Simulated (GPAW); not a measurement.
# How the form of the self-energy moves the gap of TiO2 (Rutile)

Aim: compare treatments of exchange, screening and correlation for the gap of TiO2 (Rutile).

Calculated with GPAW 26.7.0; LDA and many-body steps on it, plane waves.

**The experiments to reproduce.**

- Gap 3.03 eV: experimental band gap, quoted; bulk crystal (quoted in “Polaron-induced phonon localization and stiffening in rutile TiO2”, 2016, arxiv:1612.05679).

- Gap 3.09 ± 0.06 eV: optical gap from Tauc plot assuming indirect allowed transition; UV/vis diffuse reflectance, Kubelka-Munk and Tauc analysis; film (30 nm ALD shell on quartz particles, grown at 200 C, annealed in air at 500 C; rutile-rich with some anatase) on SiO2 (quartz particles) (“Defect-Mediated Crystallization of the Particulate TiO2 Photocatalyst Grown by Atomic Layer Deposition”, 2024, pmc:11726664).

- Gap 3.28 eV: optical bandgap after anatase to rutile transformation; spectroscopic ellipsometry; film (polycrystalline sol-gel film on Si(100), annealed at high temperature below 800 °C) (“Photocatalytic Performance of Sol-Gel Prepared TiO2 Thin Films Annealed at Various Temperatures”, 2023, pmc:10419699).

- Gap 3.05 eV: band gap; bulk crystal (literature experimental value) (quoted in “Hydrogen related defects in titanium dioxide at the interface to palladium”, 2021, arxiv:2112.05953).

Report form: the programs' logs are mostly left out.

**1. Set-up**

The structure is tetragonal, space group P4_2/mnm (No. 136). Conventional cell: a = 4.592 Å, b = 4.592 Å, c = 2.957 Å, α = 90.00°, β = 90.00°, γ = 90.00°. Nearest to Ti lie 6 O at 1.95 to 1.98 Å. Nearest to O lie 3 Ti at 1.95 to 1.98 Å. Farther neighbours and most contacts between anions are not listed.

Coordinates:

```cif
data_structure
_symmetry_space_group_name_H-M 'P 1'
_symmetry_Int_Tables_number 1
_cell_length_a 4.5922
_cell_length_b 4.5922
_cell_length_c 2.9574
_cell_angle_alpha 90.000
_cell_angle_beta 90.000
_cell_angle_gamma 90.000
_cell_volume 62.37
loop_
_atom_site_label
_atom_site_type_symbol
_atom_site_fract_x
_atom_site_fract_y
_atom_site_fract_z
_atom_site_occupancy
Ti1 Ti 0.00000 0.00000 0.00000 1
Ti2 Ti 0.50000 0.50000 0.50000 1
O3 O 0.30496 0.30496 0.00000 1
O4 O 0.19504 0.80496 0.50000 1
O5 O 0.69504 0.69504 0.00000 1
O6 O 0.80496 0.19504 0.50000 1
```

The cell and positions come from the Crystallography Open Database and are kept as given unless a step says otherwise.

**2. Empty states on the mesh, 4×4×6 mesh, 151 bands**

This step: GPAW 26.7.0; DFT, LDA, plane waves, PAW.

The sums over transitions need many empty states on a uniform mesh; this step solves for them.

run.py

```python
import json
import numpy as np
from gpaw.mpi import world
from gpaw import GPAW

calc = GPAW('gs.gpw').fixed_density(kpts={'size': (4, 4, 6), 'gamma': True},
    parallel={'domain': 1, 'band': 1},
    txt='nscf.txt')
calc.diagonalize_full_hamiltonian(nbands=151)
calc.write('full.gpw', mode='all')
res = {}
kpts = calc.get_ibz_k_points()
res['kpts'] = kpts
res['eigenvalues'] = [calc.get_eigenvalues(kpt=k) for k in range(len(kpts))]
res['n_electrons'] = calc.get_number_of_electrons()

if world.rank == 0:
    with open('result.json', 'w') as f:
        json.dump(res, f, default=lambda x: x.tolist())
```

The run is started by

```sh
$ mpirun -n 4 gpaw python run.py
```

Run time: 63 s. Hardware: 4 MPI ranks of Arm Neoverse V2, shared host; peak memory 2.2 GiB; 4.2 min of CPU time.

This step gave:

```
gap                                                           : 1.823 eV
k of the valence top                                          : 0, 0, 0
k of the conduction bottom                                    : 0, 0, 0
least direct gap                                              : 1.823 eV
k points computed                                             : 28
lowest point of the top converged band, above the valence top : 82.0732 eV
```

On this mesh the gap is 1.823 eV.

**3. G0W0, Godby-Needs plasmon pole**

G0W0 replaces the xc potential by the self-energy, built once from these orbitals. Only a window of levels is corrected, while the sums run over the empty bands that the input names.

This step: G0W0 with a vertex from the rALDA kernel on LDA, plane waves, PAW.

run.py

```python
import json
import numpy as np
from gpaw.mpi import world
from gpaw.response.g0w0 import G0W0

gw = G0W0('full.gpw',
    filename='gw',
    kpts=[0],
    bands=(22, 26),
    ecut=100,
    nbands=141,
    integrate_gamma='WS',
    ppa=True,
    xc='rALDA',
    fxc_mode=None,
    fxc_modes=['GWP', 'GWS', 'GWG'],
    do_GW_too=True)
gw.calculate()
res = {mode: {k: v for k, v in r.items() if k != 'sigma_eskwn'}
       for mode, r in gw.all_results.items()}

if world.rank == 0:
    with open('result.json', 'w') as f:
        json.dump(res, f, default=lambda x: x.tolist())
```

The run is started by

```sh
$ mpirun -n 4 gpaw python run.py
```

The job ended after 9.3 min (4 MPI ranks; peak memory 3.6 GiB; 37 min of CPU time).

Numbers from this step:

| Item | Value |
| --- | --- |
| gap with the vertex in the polarisability | 3.410 eV |
| gap with the vertex in the self-energy | 3.923 eV |
| gap with the vertex in both | 3.677 eV |
| G0W0 gap on the points computed | 3.669 eV |
| least direct G0W0 gap on the computed points | 3.669 eV |
| Z at the valence top | 0.7569 |
| Z at the conduction bottom | 0.7648 |
| starting gap on the mesh | 1.823 eV |
| k of the valence top | 0, 0, 0 |
| k of the conduction bottom | 0, 0, 0 |

The gap on the mesh goes from 1.82 eV to 3.67 eV, a correction of +1.85 eV.

**4. G0W0 with rALDA vertex**

run.py: that of step 3 with these lines changed.

```diff
@@ -9,4 +9,4 @@
     bands=(22, 26),
-    ecut=100,
-    nbands=141,
+    ecut=60,
+    nbands=65,
     integrate_gamma='WS',
@@ -14,5 +14,3 @@
     xc='rALDA',
-    fxc_mode=None,
-    fxc_modes=['GWP', 'GWS', 'GWG'],
-    do_GW_too=True)
+    fxc_mode='GWG')
 gw.calculate()
```

The run is started by

```sh
$ mpirun -n 4 gpaw python run.py
```

Wall time 2.5 min (4 MPI ranks); peak memory 2.1 GiB.

Numbers from this step:

```yaml
quasiparticle_gap_on_the_points_computed: 3.782 eV
least_direct_quasiparticle_gap_on_the_computed_points: 3.782 eV
z_at_the_valence_top: 0.7556
z_at_the_conduction_bottom: 0.7638
starting_gap_on_the_mesh: 1.823 eV
k_of_the_valence_top: 0, 0, 0
k_of_the_conduction_bottom: 0, 0, 0
```

Against G0W0 in GPAW (4×4×6 mesh, 141 bands, screening to 100 eV, Godby-Needs plasmon pole), the gap moves by +0.113 eV.

**5. Side by side**

Times are wall times on 4 MPI ranks of Arm Neoverse V2, shared host, good to a factor of about two.

```tsv
run	mesh	bands	screening cutoff (eV)	DFT gap (eV)	gap on the mesh (eV)	direct (eV)	time
G0W0, Godby-Needs plasmon pole	4×4×6	141	100	1.823	3.669	3.669	9.3 min
G0W0 with rALDA vertex	4×4×6	65	60	1.823	3.782	3.782	2.5 min
```

**6. What came out**

| Property | Result |
| --- | --- |
| G0W0, Godby-Needs plasmon pole | 3.669 eV |
| G0W0 with rALDA vertex | 3.782 eV |
| known limits | not at the basis limit |

G0W0 with rALDA vertex: +0.113 eV against G0W0, Godby-Needs plasmon pole, at other bands or cutoff, so not like for like. With the rALDA kernel as a vertex the gap is 3.41 eV (in the polarisability), 3.92 eV (in the self-energy) and 3.68 eV (in both), against 3.67 eV without. Against experiment, by G0W0, Godby-Needs plasmon pole: the gap of 3.67 eV lies +0.64 eV from the measured 3.03 eV (kind not stated, quoted 2016); the gap of 3.67 eV lies +0.58 eV from the measured 3.09 ± 0.06 eV (indirect, on SiO2 (quartz particles), 2024); the gap of 3.67 eV lies +0.39 eV from the measured 3.28 eV (optical, 2023); the gap of 3.67 eV lies +0.62 eV from the measured 3.05 eV (kind not stated, quoted 2021). An exciton line or allowed optical edge lies below the quasiparticle gap by the binding energy; a forbidden edge can push the onset above it. These are gaps on the mesh, at modest bands and cutoff. The calculation has static nuclei and no excitons; a measured gap holds zero-point and thermal motion, which mostly lowers it. Bands and cutoff are finite, so the gap is not at the basis limit. The miss can reach some tenths of an eV and take either sign; the mesh is an error of its own. These stock PAW sets were not made for GW. In the G0W0 runs levels were corrected at 1 k point alone, so a gap called «on the mesh» is the least over those, and an edge elsewhere would be missed.

[Paths, hosts, dates, memory and timing lines, banners, echoed tables and standing remarks are left out of the program output.]

[Logs are printed without paths, hosts, clocks, repeated set-up lines and the standing remarks that a program may print on its own settings, such as how far it seeks lower states.]

[Runs of the session that timed out or met a known fault of the program may be left out.]

[Hosts, paths, dates, database ids (printed as entryN), source tags and the programs' standing remarks are cut or masked in the printed files.]
